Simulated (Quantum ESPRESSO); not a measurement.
# Collinear magnetic orders of MnSi15 (Si32 Mn2 d5p43) with Quantum ESPRESSO, part 2 of 2

Does MnSi15 (Si32 Mn2 d5p43) prefer parallel or opposed moments?

Quantum ESPRESSO 7.5; PBE; plane waves with GBRV 1.5 PBE potentials, no spin-orbit coupling.

So far, absolute magnetization (μB): step 2 (start 1: ferro ++) 7.40.

## (3) Run 2, typed as antiferro +−

pw.in reads:

```
&CONTROL
  calculation = 'scf'
  prefix = 'pwscf'
  outdir = './tmp'
  pseudo_dir = './pseudo'
  disk_io = 'nowf'
/
&SYSTEM
  ibrav = 0
  celldm(1) = 8
  nat = 32
  ntyp = 3
  ecutwfc = 40
  ecutrho = 280
  nbnd = 103
  occupations = 'smearing'
  smearing = 'fd'
  degauss = 0.00367493
  nspin = 2
  starting_magnetization(1) = 0.3
  starting_magnetization(2) = 0
  starting_magnetization(3) = -0.3
/
&ELECTRONS
  conv_thr = 6.4d-08
  electron_maxstep = 150
  mixing_beta = 0.3
/
ATOMIC_SPECIES
Mn1    54.9380 mn_pbe_v1.5.uspp.F.UPF
Si     28.0850 si_pbe_v1.uspp.F.UPF
Mn2    54.9380 mn_pbe_v1.5.uspp.F.UPF
CELL_PARAMETERS alat
   2.5657756457106    0.0000000000000    0.0000000000000
   0.0000000000000    2.5657756457106    0.0000000000000
   0.0000000000000    0.0000000000000    1.2828878228553
ATOMIC_POSITIONS crystal
Mn1     0.0000000000    0.0000000000    0.0000000000
Si      0.1250000000    0.1250000000    0.2500000000
Si      0.0000000000    0.2500000000    0.5000000000
Si      0.1250000000    0.3750000000    0.7500000000
Si      0.2500000000    0.0000000000    0.5000000000
Si      0.3750000000    0.1250000000    0.7500000000
Si      0.2500000000    0.2500000000    0.0000000000
Si      0.3750000000    0.3750000000    0.2500000000
Mn2     0.0000000000    0.5000000000    0.0000000000
Si      0.1250000000    0.6250000000    0.2500000000
Si      0.0000000000    0.7500000000    0.5000000000
Si      0.1250000000    0.8750000000    0.7500000000
Si      0.2500000000    0.5000000000    0.5000000000
Si      0.3750000000    0.6250000000    0.7500000000
Si      0.2500000000    0.7500000000    0.0000000000
Si      0.3750000000    0.8750000000    0.2500000000
Si      0.5000000000    0.0000000000    0.0000000000
Si      0.6250000000    0.1250000000    0.2500000000
Si      0.5000000000    0.2500000000    0.5000000000
Si      0.6250000000    0.3750000000    0.7500000000
Si      0.7500000000    0.0000000000    0.5000000000
Si      0.8750000000    0.1250000000    0.7500000000
Si      0.7500000000    0.2500000000    0.0000000000
Si      0.8750000000    0.3750000000    0.2500000000
Si      0.5000000000    0.5000000000    0.0000000000
Si      0.6250000000    0.6250000000    0.2500000000
Si      0.5000000000    0.7500000000    0.5000000000
Si      0.6250000000    0.8750000000    0.7500000000
Si      0.7500000000    0.5000000000    0.5000000000
Si      0.8750000000    0.6250000000    0.7500000000
Si      0.7500000000    0.7500000000    0.0000000000
Si      0.8750000000    0.8750000000    0.2500000000
K_POINTS automatic
3 3 5 0 0 0
```

The run is started by

```sh
OMP_NUM_THREADS=1 mpirun -n 4 pw.x -nk 4 -in pw.in > pw.out
```

Output:

```text
[banner, memory and clock lines left out]
Program PWSCF v.7.5 starts

     Message from routine setup:
     using ibrav=0 with symmetry is DISCOURAGED, use correct ibrav instead

     bravais-lattice index     =            0
     lattice parameter (alat)  =       8.0000  a.u.
     unit-cell volume          =    4324.1027 (a.u.)^3
     number of atoms/cell      =           32
     number of atomic types    =            3
     number of electrons       =       150.00
     number of Kohn-Sham states=          103
     kinetic-energy cutoff     =      40.0000  Ry
     charge density cutoff     =     280.0000  Ry
     scf convergence threshold =      6.4E-08
     mixing beta               =       0.3000
     number of iterations used =            8  plain     mixing
     Exchange-correlation=  SLA  PW   PBX  PBC
                           (   1   4   3   4   0   0   0)

     celldm(1)=   8.000000  celldm(2)=   0.000000  celldm(3)=   0.000000
     celldm(4)=   0.000000  celldm(5)=   0.000000  celldm(6)=   0.000000

     crystal axes: (cart. coord. in units of alat)
               a(1) = (   2.565776   0.000000   0.000000 )
               a(2) = (   0.000000   2.565776   0.000000 )
               a(3) = (   0.000000   0.000000   1.282888 )

     reciprocal axes: (cart. coord. in units 2 pi/alat)
               b(1) = (  0.389746  0.000000  0.000000 )
               b(2) = (  0.000000  0.389746  0.000000 )
               b(3) = (  0.000000  0.000000  0.779491 )

     PseudoPot. # 1 for Mn read from file:
     mn_pbe_v1.5.uspp.F.UPF
     Pseudo is Ultrasoft + core correction, Zval = 15.0

     PseudoPot. # 2 for Si read from file:
     si_pbe_v1.uspp.F.UPF
     Pseudo is Ultrasoft + core correction, Zval =  4.0

     PseudoPot. # 3 for Mn read from file:
     mn_pbe_v1.5.uspp.F.UPF
     Pseudo is Ultrasoft + core correction, Zval = 15.0

     atomic species   valence    mass     pseudopotential
     Mn1              15.00    54.93800     Mn( 1.00)
     Si                4.00    28.08500     Si( 1.00)
     Mn2              15.00    54.93800     Mn( 1.00)

     Starting magnetic structure
     atomic species   magnetization
     Mn1             0.300
     Si              0.000
     Mn2            -0.300

      4 Sym. Ops. (no inversion) found

   Cartesian axes

     site n.     atom                  positions (alat units)
         1        Mn1    tau(   1) = (   0.0000000   0.0000000   0.0000000  )
         2        Si     tau(   2) = (   0.3207220   0.3207220   0.3207220  )
         3        Si     tau(   3) = (   0.0000000   0.6414439   0.6414439  )
         4        Si     tau(   4) = (   0.3207220   0.9621659   0.9621659  )
         5        Si     tau(   5) = (   0.6414439   0.0000000   0.6414439  )
         6        Si     tau(   6) = (   0.9621659   0.3207220   0.9621659  )
         7        Si     tau(   7) = (   0.6414439   0.6414439   0.0000000  )
         8        Si     tau(   8) = (   0.9621659   0.9621659   0.3207220  )
         9        Mn2    tau(   9) = (   0.0000000   1.2828878   0.0000000  )
        10        Si     tau(  10) = (   0.3207220   1.6036098   0.3207220  )
        11        Si     tau(  11) = (   0.0000000   1.9243317   0.6414439  )
        12        Si     tau(  12) = (   0.3207220   2.2450537   0.9621659  )
        13        Si     tau(  13) = (   0.6414439   1.2828878   0.6414439  )
        14        Si     tau(  14) = (   0.9621659   1.6036098   0.9621659  )
        15        Si     tau(  15) = (   0.6414439   1.9243317   0.0000000  )
        16        Si     tau(  16) = (   0.9621659   2.2450537   0.3207220  )
        17        Si     tau(  17) = (   1.2828878   0.0000000   0.0000000  )
        18        Si     tau(  18) = (   1.6036098   0.3207220   0.3207220  )
        19        Si     tau(  19) = (   1.2828878   0.6414439   0.6414439  )
        20        Si     tau(  20) = (   1.6036098   0.9621659   0.9621659  )
        21        Si     tau(  21) = (   1.9243317   0.0000000   0.6414439  )
        22        Si     tau(  22) = (   2.2450537   0.3207220   0.9621659  )
        23        Si     tau(  23) = (   1.9243317   0.6414439   0.0000000  )
        24        Si     tau(  24) = (   2.2450537   0.9621659   0.3207220  )
        25        Si     tau(  25) = (   1.2828878   1.2828878   0.0000000  )
        26        Si     tau(  26) = (   1.6036098   1.6036098   0.3207220  )
        27        Si     tau(  27) = (   1.2828878   1.9243317   0.6414439  )
        28        Si     tau(  28) = (   1.6036098   2.2450537   0.9621659  )
        29        Si     tau(  29) = (   1.9243317   1.2828878   0.6414439  )
        30        Si     tau(  30) = (   2.2450537   1.6036098   0.9621659  )
        31        Si     tau(  31) = (   1.9243317   1.9243317   0.0000000  )
        32        Si     tau(  32) = (   2.2450537   2.2450537   0.3207220  )

     number of k points=    12  Fermi-Dirac smearing, width (Ry)=  0.0037
                       cart. coord. in units 2pi/alat
        k(    1) = (   0.0000000   0.0000000   0.0000000), wk =   0.0222222
        k(    2) = (   0.0000000   0.0000000   0.1558983), wk =   0.0444444
        k(    3) = (   0.0000000   0.0000000   0.3117966), wk =   0.0444444
        k(    4) = (   0.0000000   0.1299152   0.0000000), wk =   0.0444444
        k(    5) = (   0.0000000   0.1299152   0.1558983), wk =   0.0888889
        [... 7 further k-points ...]

     Dense  grid:   342127 G-vectors     FFT dimensions: ( 120, 120,  60)

     Smooth grid:   147905 G-vectors     FFT dimensions: (  90,  90,  45)

     Check: negative core charge=   -0.000006
     Generating pointlists ...
     new r_m :   0.2291 (alat units)  1.8332 (a.u.) for type    1
     new r_m :   0.2291 (alat units)  1.8332 (a.u.) for type    2
     new r_m :   0.2291 (alat units)  1.8332 (a.u.) for type    3

     Initial potential from superposition of free atoms

     starting charge     148.9797, renormalised to     150.0000
     Starting wfcs are  146 randomized atomic wfcs

     Self-consistent Calculation

     iteration #  1     ecut=    40.00 Ry     beta= 0.30
     Davidson diagonalization with overlap
     ethr =  1.00E-02,  avg # of iterations =  3.4

     total energy              =    -708.20292588 Ry
     estimated scf accuracy    <       4.99445017 Ry

     total magnetization       =     0.00 Bohr mag/cell
     absolute magnetization    =     7.01 Bohr mag/cell

     iteration #  2     ecut=    40.00 Ry     beta= 0.30
     Davidson diagonalization with overlap
     ethr =  3.33E-03,  avg # of iterations =  4.3

     total energy              =    -706.10385413 Ry
     estimated scf accuracy    <      59.90895151 Ry

     total magnetization       =     0.00 Bohr mag/cell
     absolute magnetization    =     1.43 Bohr mag/cell

     [... further iterations left out ...]

     iteration # 17     ecut=    40.00 Ry     beta= 0.30
     Davidson diagonalization with overlap
     ethr =  7.03E-10,  avg # of iterations =  2.5

     total energy              =    -709.98713292 Ry
     estimated scf accuracy    <       0.00000018 Ry

     total magnetization       =    -0.00 Bohr mag/cell
     absolute magnetization    =     7.19 Bohr mag/cell

     iteration # 18     ecut=    40.00 Ry     beta= 0.30
     Davidson diagonalization with overlap
     ethr =  1.21E-10,  avg # of iterations =  3.6

     Magnetic moment per site  (integrated on atomic sphere of radius R)
     atom   1 (R=0.229)  charge= 12.9952  magn=  2.7040
     atom   2 (R=0.229)  charge=  1.8322  magn= -0.0513
     atom   3 (R=0.229)  charge=  1.8097  magn= -0.0000
     atom   4 (R=0.229)  charge=  1.8322  magn=  0.0513
     atom   5 (R=0.229)  charge=  1.8171  magn=  0.0087
     atom   6 (R=0.229)  charge=  1.8218  magn=  0.0017
     atom   7 (R=0.229)  charge=  1.8170  magn= -0.0000
     atom   8 (R=0.229)  charge=  1.8219  magn= -0.0017
     atom   9 (R=0.229)  charge= 12.9953  magn= -2.7041
     atom  10 (R=0.229)  charge=  1.8322  magn=  0.0513
     atom  11 (R=0.229)  charge=  1.8097  magn= -0.0000
     atom  12 (R=0.229)  charge=  1.8322  magn= -0.0513
     atom  13 (R=0.229)  charge=  1.8171  magn= -0.0087
     atom  14 (R=0.229)  charge=  1.8219  magn= -0.0017
     atom  15 (R=0.229)  charge=  1.8170  magn= -0.0000
     atom  16 (R=0.229)  charge=  1.8218  magn=  0.0017
     atom  17 (R=0.229)  charge=  1.8248  magn=  0.0022
     atom  18 (R=0.229)  charge=  1.8218  magn=  0.0017
     atom  19 (R=0.229)  charge=  1.8234  magn=  0.0000
     atom  20 (R=0.229)  charge=  1.8219  magn= -0.0017
     atom  21 (R=0.229)  charge=  1.8171  magn=  0.0087
     atom  22 (R=0.229)  charge=  1.8322  magn= -0.0513
     atom  23 (R=0.229)  charge=  1.8170  magn= -0.0000
     atom  24 (R=0.229)  charge=  1.8322  magn=  0.0513
     atom  25 (R=0.229)  charge=  1.8248  magn= -0.0022
     atom  26 (R=0.229)  charge=  1.8219  magn= -0.0017
     atom  27 (R=0.229)  charge=  1.8234  magn=  0.0000
     atom  28 (R=0.229)  charge=  1.8218  magn=  0.0017
     atom  29 (R=0.229)  charge=  1.8171  magn= -0.0087
     atom  30 (R=0.229)  charge=  1.8322  magn=  0.0513
     atom  31 (R=0.229)  charge=  1.8170  magn= -0.0000
     atom  32 (R=0.229)  charge=  1.8322  magn= -0.0513

     End of self-consistent calculation

     [... lines left out ...]
     the Fermi energy is     6.5382 ev

!    total energy              =    -709.98713321 Ry
     estimated scf accuracy    <       0.00000006 Ry
     smearing contrib. (-TS)   =      -0.00723154 Ry
     internal energy E=F+TS    =    -709.97990167 Ry

     The total energy is F=E-TS. E is the sum of the following terms:
     one-electron contribution =    -368.02216490 Ry
     hartree contribution      =     243.96667085 Ry
     xc contribution           =    -182.23256696 Ry
     ewald contribution        =    -403.69184066 Ry

     total magnetization       =    -0.00 Bohr mag/cell
     absolute magnetization    =     7.19 Bohr mag/cell

     convergence has been achieved in  18 iterations
```

Elapsed: 7.9 min, on 4 MPI ranks of AMD EPYC 9B14 (Zen 4), shared host; peak memory 3.5 GiB.

Spin moment in the atom's sphere by element, in μB:

```csv
element,atoms,mean,spread (r.m.s.),least,largest
Mn,2,0.00,2.70,-2.70,2.70
Si,30,0.00,0.03,-0.05,0.05
```

The atoms farthest from the mean of their element:

```csv
atom,"x, y, z (Å)",spin moment in the atom's sphere (μB)
Mn1,"0.00, 0.00, 0.00",2.70
Mn9,"0.00, 5.43, 0.00",-2.70
Si4,"1.36, 4.07, 4.07",0.05
Si2,"1.36, 1.36, 1.36",-0.05
Si10,"1.36, 6.79, 1.36",0.05
Si12,"1.36, 9.50, 4.07",-0.05
Si22,"9.50, 1.36, 4.07",-0.05
Si24,"9.50, 4.07, 1.36",0.05
```

Numbers from this step:

```
smearing term TS       : 0.09839 eV
magnetization          : 0 μB
absolute magnetization : 7.19 μB
final state            : antiferromagnetic
```

## (4) Energies of the orders

An order is kept where moments of 0.15 μB or more survive with the typed signs; meshes match where a doubled cell samples the same k points as the first cell.

Orders:

```csv
start,final state,typed order kept,energy over the lowest (meV a seeded atom),largest site moment (μB),net moment (μB a cell of the first run),mesh matched,CPU time (s)
ferro ++,ferromagnetic,yes,0,2.775,5.79,yes,1800
antiferro +-,antiferromagnetic,yes,106,2.704,0,yes,1894
```

## (5) Outcome

```json
{
  "lowest state found": "ferromagnetic (from ferro ++)",
  "largest site moment": "2.77 μB",
  "next state with moments": "antiferromagnetic, 106 meV a seeded atom higher"
}
```

What this shows: Only these 2 starts were compared; other wavevectors, canted and longer-period orders were not.

[Logs and program files are shortened in this print: banners, set-up blocks, solver, clock and traceback lines can be left out without a mark of their own.]

[Logs are printed without paths, hosts, clocks, repeated set-up lines and the standing remarks that a program may print on its own settings, such as how far it seeks lower states.]

[Hosts, paths, dates, database ids (printed as entryN), source tags and the programs' standing remarks are cut or masked in the printed files.]

[Where a cell is said to come from a database of computed structures, the database is the Materials Project.]
